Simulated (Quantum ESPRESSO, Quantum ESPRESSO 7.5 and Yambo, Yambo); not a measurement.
# CdF2 (Fm-3m): G0W0 on several meshes in Yambo

Wanted: mesh dependence and cost of G0W0 for CdF2 (Fm-3m).

Main program and level: Quantum ESPRESSO 7.5 and Yambo 5.3.0; PBE and many-body steps on it, plane waves.

Report form: the programs' logs are mostly left out.

### 1. The structure

Symmetry: Fm-3m, No. 225, cubic system. Conventional cell: a = 5.388 Å, b = 5.388 Å, c = 5.388 Å, α = 90.00°, β = 90.00°, γ = 90.00°. Nearest to Cd lie 8 F at 2.33 Å. F has 4 Cd at 2.33 Å nearest. Farther neighbours and most contacts between anions are not listed.

The cell and positions come from the Crystallography Open Database and are kept as given unless a step says otherwise.

### 2. Empty states on the mesh, 4×4×4 mesh, 478 bands

This step: Quantum ESPRESSO 7.5; DFT, PBE, plane waves, norm-conserving pseudopotentials.

The sums over transitions need many empty states on a uniform mesh; this step solves for them.

Input file pw.in:

```
&control
  calculation = 'nscf'
  prefix = 'x'
  outdir = 'o'
  pseudo_dir = 'pseudo'
/
&system
  ibrav = 0
  nat = 3
  ntyp = 2
  ecutwfc = 94.0
  nbnd = 478
  force_symmorphic = .true.
/
&electrons
  conv_thr = 1e-9
  electron_maxstep = 80
  diago_full_acc = .true.
  diago_thr_init = 5e-6
/
ATOMIC_SPECIES
  Cd 112.41 Cd.upf
  F 18.998 F.upf
CELL_PARAMETERS angstrom
  0.0000000000 2.6940000000 2.6940000000
  2.6940000000 0.0000000000 2.6940000000
  2.6940000000 2.6940000000 -0.0000000000
ATOMIC_POSITIONS crystal
  Cd 0.0000000000 0.0000000000 0.0000000000
  F 0.2500000000 0.2500000000 0.2500000000
  F 0.7500000000 0.7500000000 0.7500000000
K_POINTS automatic
  4 4 4 0 0 0
```

Command:

```console
> OMP_NUM_THREADS=1 mpirun -n 4 pw.x -nk 4 -in pw.in > pw.out
```

It took 50 s on 4 MPI ranks of Intel Xeon 6975P-C (Granite Rapids), shared host; peak memory 0.99 GiB; 3.3 min of CPU time.

This step gave:

| Quantity | Value |
| --- | --- |
| gap | 3.124 eV |
| k of the valence top | 0.25, -0.5, -0.25 |
| k of the conduction bottom | 0, 0, 0 |
| least direct gap | 3.619 eV |
| k points computed | 8 |
| lowest point of the top converged band, above the valence top | 290.2509 eV |

On this mesh the gap is 3.124 eV.

The density comes from a self-consistent run that is not shown.

### 3. Conversion and set-up

This step: Yambo 5.3.0; conversion and set-up on PBE, plane waves, norm-conserving pseudopotentials.

The states are converted to the many-body program's format and the q mesh is built.

Command:

```console
> (cd o/x.save; p2y > p2y.log; mv SAVE ../..); yambo > setup.log
```

The job ended after 3 s (1 MPI rank; peak memory 0.25 GiB).

### 4. 4×4×4

G0W0 replaces the xc potential by the self-energy, built once from these orbitals. Only a window of levels is corrected, while the sums run over the empty bands that the input names.

This step: G0W0 on PBE, plane waves, norm-conserving pseudopotentials.

Input file gw2.in:

```
HF_and_locXC
gw0
dyson
ppa
em1d
rim_cut
RandQpts= 1000000
RandGvec= 1 RL
EXXRLvcs= 94 Ry
VXCRLvcs= 376 Ry
Chimod= "HARTREE"
% BndsRnXp
 1 | 205 |
%
NGsBlkXp= 17 Ry
% LongDrXp
 1 | 1 | 1 |
%
% GbndRnge
 1 | 205 |
%
DysSolver= "n"
ExtendOut
PPAPntXp= 27.21138 eV
% QPkrange
 8 | 8 | 16 | 19 |
 1 | 1 | 16 | 19 |
%
```

Command:

```console
> OMP_NUM_THREADS=1 mpirun -n 4 yambo -F gw2.in -J gw2 -C gw2 > gw2.log
```

It took 5 min on 4 MPI ranks; peak memory 1.9 GiB; 20 min of CPU time.

This step gave:

```yaml
g0w0_gap_on_the_points_computed: 5.394 eV
starting_gap_on_the_mesh: 3.124 eV
k_of_the_valence_top: 0.25, -0.5, -0.25
k_of_the_conduction_bottom: 0, 0, 0
least_direct_g0w0_gap_on_the_computed_points: 6.155 eV
z_at_the_valence_top: 0.7943
z_at_the_conduction_bottom: 0.8686
```

The gap on the mesh goes from 3.12 eV to 5.39 eV, a correction of +2.27 eV.

### 5. Empty states on the mesh, 2×2×2 mesh, 205 bands

This step: Quantum ESPRESSO 7.5; DFT, PBE, plane waves, norm-conserving pseudopotentials.

pw.in, as its differences from that of step 2:

```diff
@@ -11,3 +11,3 @@
   ecutwfc = 94.0
-  nbnd = 478
+  nbnd = 205
   force_symmorphic = .true.
@@ -32,2 +32,2 @@
 K_POINTS automatic
-  4 4 4 0 0 0
+  2 2 2 0 0 0
```

Command:

```console
> OMP_NUM_THREADS=1 mpirun -n 4 pw.x -nk 4 -in pw.in > pw.out
```

Run time: 8 s. Hardware: 4 MPI ranks; peak memory 0.45 GiB.

Numbers from this step:

| Quantity | Value |
| --- | --- |
| gap | 3.213 eV |
| k of the valence top | 0, -0.5, -0.5 |
| k of the conduction bottom | 0, 0, 0 |
| least direct gap | 3.619 eV |
| k points computed | 3 |
| lowest point of the top converged band, above the valence top | 158.6729 eV |

On this mesh the gap is 3.213 eV.

### 6. Conversion and set-up

This step: Yambo 5.3.0; conversion and set-up on PBE, plane waves, norm-conserving pseudopotentials.

Command:

```console
> (cd o/x.save; p2y > p2y.log; mv SAVE ../..); yambo > setup.log
```

Elapsed: 2.8 s, on 1 MPI rank; peak memory 0.25 GiB.

### 7. 2×2×2

This step: G0W0 on PBE, plane waves, norm-conserving pseudopotentials.

gw11.in, as its differences from gw2.in of step 4:

```diff
@@ -25,3 +25,3 @@
 % QPkrange
- 8 | 8 | 16 | 19 |
+ 3 | 3 | 16 | 19 |
  1 | 1 | 16 | 19 |
```

Command:

```console
> OMP_NUM_THREADS=1 mpirun -n 4 yambo -F gw11.in -J gw11 -C gw11 > gw11.log
```

Wall time 27 s (4 MPI ranks); peak memory 1.4 GiB; 1.7 min of CPU time.

Numbers from this step:

| Item | Value |
| --- | --- |
| G0W0 gap on the points computed | 5.345 eV |
| starting gap on the mesh | 3.213 eV |
| k of the valence top | 0, -0.5, -0.5 |
| k of the conduction bottom | 0, 0, 0 |
| least direct G0W0 gap on the computed points | 5.980 eV |
| Z at the valence top | 0.7931 |
| Z at the conduction bottom | 0.8620 |

Against G0W0 in Yambo (4×4×4 mesh, 205 bands, screening to 231.3 eV, Godby-Needs plasmon pole), the gap moves by −0.049 eV.

### 8. Side by side

Times are wall times on 4 MPI ranks of Intel Xeon 6975P-C (Granite Rapids), shared host, good to a factor of about two.

| run | mesh | bands | screening cutoff (eV) | DFT gap (eV) | gap on the mesh (eV) | direct (eV) | time |
| --- | --- | --- | --- | --- | --- | --- | --- |
| 4×4×4 | 4×4×4 | 205 | 231.3 | 3.124 | 5.394 | 6.155 | 5 min |
| 2×2×2 | 2×2×2 | 205 | 231.3 | 3.213 | 5.345 | 5.980 | 27 s |

### 9. Outcome

| Property | Result |
| --- | --- |
| 4×4×4 | 5.394 eV |
| 2×2×2 | 5.345 eV |
| known limits | not at the basis limit; d shell near the gap, gap tends to lie low; no spin-orbit coupling; coarse k mesh |

2×2×2: −0.049 eV against 4×4×4, +0.089 eV of it in the start. Bands and cutoff are finite, so the gap is not at the basis limit. The miss can reach some tenths of an eV and take either sign; the mesh is an error of its own. In the G0W0 runs levels were corrected at 2 k points alone, so a gap called «on the mesh» is the least over those, and an edge elsewhere would be missed. The 4×4×4 mesh is coarse for this cell, which bears on the long-range parts of exchange and screening. Mesh or cutoff lie under what a gap needs, so these runs test behaviour and cost; their gaps are not to be quoted. A d shell, filled or nearly so, lies near the gap. One-shot GW converges very slowly in bands there, not always from below, and on a semilocal start the gap tends to come out low; starts rich in exact exchange can overshoot instead. The many-body steps are scalar-relativistic: spin-orbit coupling is not in them.

[Paths, hosts, dates, memory and timing lines, banners, echoed tables and standing remarks are left out of the program output.]

[Logs are printed without paths, hosts, clocks, repeated set-up lines and the standing remarks that a program may print on its own settings, such as how far it seeks lower states.]

[Runs of the session that timed out or met a known fault of the program may be left out.]

[Hosts, paths, dates, database ids (printed as entryN), source tags and the programs' standing remarks are cut or masked in the printed files.]
